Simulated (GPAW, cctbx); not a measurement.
## Zr3NbN: what bonding does to one electron reflection, worked out

Zr3NbN, Pm-3m (no. 221), a = 4.4936 Å, b = 4.4936 Å, c = 4.4936 Å, α = 90.00°, β = 90.00°, γ = 90.00°.

```
atom  mult.    x    y    z
 Nb1      1    0    0    0
 Zr1      3  1/2  1/2    0
  N1      1  1/2  1/2  1/2
```

The cell comes from substitution in a known structure type and wasn't matched to any measured phase.

A DFT run (GPAW, PBE, 550 eV, 5×5×5 k-points, Fermi–Dirac width 0.1 eV) gives the static X-ray structure factor of 010 as 5.116 e for the conventional cell; superposed free atoms give 4.794 e. **Problem.** Find the Fourier component V of the crystal potential and the two-beam extinction distance at 300 kV in both cases.

## 1. Geometry

The cell volume is Ω = 90.73 Å³ and d(010) = 4.4936 Å, so g = 1/d = 0.2225 Å⁻¹.

## 2. The nuclei

Electrons feel nuclei as well as electrons, so the nuclear charges are summed with the same phases.

Phase sums Σ exp(2πi h·x), turned so that the total is real and positive: Nb -1.000, Zr +1.000, N +1.000. Then F_Z = 41 × (-1.000) + 40 × (+1.000) + 7 × (+1.000) = 6.00 e. The electron term has the same sign for this reflection.

## 3. Mott–Bethe

Poisson's equation, term by term, gives V = (e/4πε₀)(F_Z − F)/(πΩg²), with e/4πε₀ = 14.3996 V Å.

The prefactor is 14.3996 × 4.4936²/(π × 90.73) = 1.02004 V per electron. Free atoms: (6.00 − 4.794) × 1.02004 = 1.230 V. Crystal: (6.00 − 5.116) × 1.02004 = 0.902 V. F changes by +6.72 % and V by -26.7 %: the same 0.32 e is measured against F_Z − F = 1.2 e in place of F = 4.8 e.

## 4. Extinction distance

In the two-beam case ξ = 1/(λU) with U = 2γm₀eV/h², that is ξ = 150.41 V Å²/(γλV).

At 300 kV, λ = 0.01969 Å and γ = 1.5871. Free atoms: ξ = 3913 Å. Crystal: ξ = 5339 Å. The thickness fringes go as sin²(πt/ξ), so the two patterns slip by a quarter of a period when t|1/ξ₁ − 1/ξ₀| = 1/4, at t ≈ 366 nm. Thermal motion, absorption and many-beam coupling, left out here, change a real pattern.

## 5. Answer

V(010) is 0.90 V against 1.23 V, and ξ is 5339 against 3913 Å. Limits: static atoms, two beams.

[Outputs are excerpts: Python notices, other lines and further rows are left out; steps that failed or that the build refused (PBEsol, TPSS) are not shown.]

[Logs are printed without paths, hosts, clocks, repeated set-up lines and the standing remarks that a program may print on its own settings, such as how far it seeks lower states.]
